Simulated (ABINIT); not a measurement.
Entries from a set of simulations; values are calculated unless marked as measured.

CdSe (F-43m): G0W0 with ABINIT, start to end. It takes space group F-43m (No. 216, cubic). The conventional cell has a = 6.141 Å, b = 6.141 Å, c = 6.141 Å, α = 90.00°, β = 90.00°, γ = 90.00°. Nearest to Cd lie 4 Se at 2.66 Å. Nearest to Se lie 4 Cd at 2.66 Å. Farther neighbours, and contacts between anions beyond the nearest, are not listed. The calculation used RPA screening on LDA, plane waves, norm-conserving pseudopotentials (and 2 further levels or steps) in ABINIT 10.8.3, with cutoff 48 Ha, PseudoDojo scalar-relativistic 0.4.1 stringent, norm-conserving, potential set dojo-sr-lda-0.4.1-stringent, ngkpt (4, 4, 4), nband 101, ecuteps 3.9 Ha, inclvkb 2, shiftk (0, 0, 0), symchi 1, awtr 1, frequency ppm, 4×4×4 k-mesh. The LDA gap is 0.27 eV, direct, the G0W0 gap on the mesh is 0.96 eV and the GW settings are 4×4×4 mesh, 101 bands, screening to 106.1 eV, Godby-Needs plasmon pole. The known limits are short of the basis limit; screening runs away on this mesh; no spin-orbit coupling; coarse k mesh. It took 5 runs, 1.7 min in all on 8 MPI ranks of Arm Neoverse V2, shared host. G0W0 moves the gap on the mesh from 0.27 eV to 0.96 eV (+0.69 eV), with Z of 0.79 and 0.81 at the edges. Local fields lower the RPA ε∞ on this mesh from 388.17 to 369.38. The cell and positions are those that the Materials Project relaxed with its own functionals (PBE, PBE+U or r2SCAN), kept fixed. Limits: screening runs away on this mesh; no spin-orbit coupling. The 4×4×4 mesh is coarse for this cell, which bears on the long-range parts of exchange and screening. On this mesh the RPA ε∞ passes 90, more than nearly any semiconductor shows; a coarse mesh does this where one point with a narrow direct gap carries much weight. The screening is then too strong, and the G0W0 gap should not be taken as the material's.

```
Cd Se
1.0
     0.00000    3.07027    3.07027
     3.07027    0.00000    3.07027
     3.07027    3.07027    0.00000
Cd Se
1 1
Direct
  0.00000 0.00000 0.00000
  0.75000 0.75000 0.75000
```

[Long decimals in the printed logs are rounded to 6 places.]

[Logs are printed without paths, hosts, clocks, repeated set-up lines and the standing remarks that a program may print on its own settings, such as how far it seeks lower states.]

[Paths, hosts, dates, memory and timing lines, banners, echoed tables and standing remarks are left out of the program output; an Ansatz launch command may be rebuilt from the run's recorded settings. Measured values are a selection of at most five: reports struck by readers or far from the other reports are left out. None is set beside runs whose start may be inverted or whose files or cutoffs have a known fault.]

[Runs of the session that timed out or met a known fault of the program may be left out.]

[Hosts, paths, dates, database ids (printed as entryN), source tags and the programs' standing remarks are cut or masked in the printed files.]

[G0W0 gaps are taken among the corrected bands and points alone; a level outside them can change the order at an edge.]

[Where Ansatz stands beside ABINIT at settings called matched, ABINIT's density can come from a denser mesh and the files from another edition; pairs whose starting gaps differed by over 0.03 eV were left out, so agreement reads better than it is.]
